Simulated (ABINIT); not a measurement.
Computed results, one entry a study.

**Quasiparticle gap of InP (F-43m) in ABINIT**

The structure is cubic, space group F-43m (No. 216). The conventional cell has a = 5.861 Å, b = 5.861 Å, c = 5.861 Å, α = 90.00°, β = 90.00°, γ = 90.00°. Nearest to In lie 4 P at 2.54 Å. Nearest to P lie 4 In at 2.54 Å. Farther neighbours, and contacts between anions beyond the nearest, are not listed.

```yaml
method: RPA screening on PBE, plane waves, norm-conserving pseudopotentials (and 2 further levels or steps)
program: ABINIT 10.8.3
settings: cutoff 33 Ha, PseudoDojo scalar-relativistic 0.4 stringent, norm-conserving, ngkpt (4, 4, 4), nband 33, ecuteps 3.2 Ha, inclvkb 2, shiftk (0, 0, 0), symchi 1, awtr 1, frequency ppm, 4×4×4 k-mesh
cost: 5 runs, 47 s in all on 4 MPI ranks of Arm Neoverse V1, shared host
notes: The database entry behind the starting cell differs from other determinations of this structure. The cell and positions come from the Crystallography Open Database and are kept as given unless a step says otherwise. Limits: mesh may overstate the screening; no spin-orbit coupling. The 4×4×4 mesh is coarse for this cell, which bears on the long-range parts of exchange and screening. The RPA ε∞ on this mesh reaches over 25; with a narrow direct gap a coarse mesh can overstate it, and the correction is then too small.
pbe_gap: 0.71 eV, direct
g0w0_gap_on_the_mesh: 1.42 eV
gw_settings: 4×4×4 mesh, 33 bands, screening to 87.1 eV, Godby-Needs plasmon pole
known_limits: short of the basis limit; mesh may overstate the screening; no spin-orbit coupling; coarse k mesh
```

G0W0 moves the gap on the mesh from 0.71 eV to 1.42 eV (+0.71 eV), with Z of 0.78 and 0.79 at the edges. Local fields lower the RPA ε∞ on this mesh from 46.85 to 44.13; a Γ-centred mesh this coarse tends to raise both, most where the direct gap is narrow, while a short band sum lowers them.

[Long decimals in the printed logs are rounded to 6 places.]

[Logs are printed without paths, hosts, clocks, repeated set-up lines and the standing remarks that a program may print on its own settings, such as how far it seeks lower states.]

[Paths, hosts, dates, memory and timing lines, banners, echoed tables and standing remarks are left out of the program output; an Ansatz launch command may be rebuilt from the run's recorded settings. Measured values are a selection of at most five: reports struck by readers or far from the other reports are left out. None is set beside runs whose start may be inverted or whose files or cutoffs have a known fault.]

[Runs of the session that timed out or met a known fault of the program may be left out.]

[Hosts, paths, dates, database ids (printed as entryN), source tags and the programs' standing remarks are cut or masked in the printed files.]

[G0W0 gaps are taken among the corrected bands and points alone; a level outside them can change the order at an edge.]

[Where Ansatz stands beside ABINIT at settings called matched, ABINIT's density can come from a denser mesh and the files from another edition; pairs whose starting gaps differed by over 0.03 eV were left out, so agreement reads better than it is.]
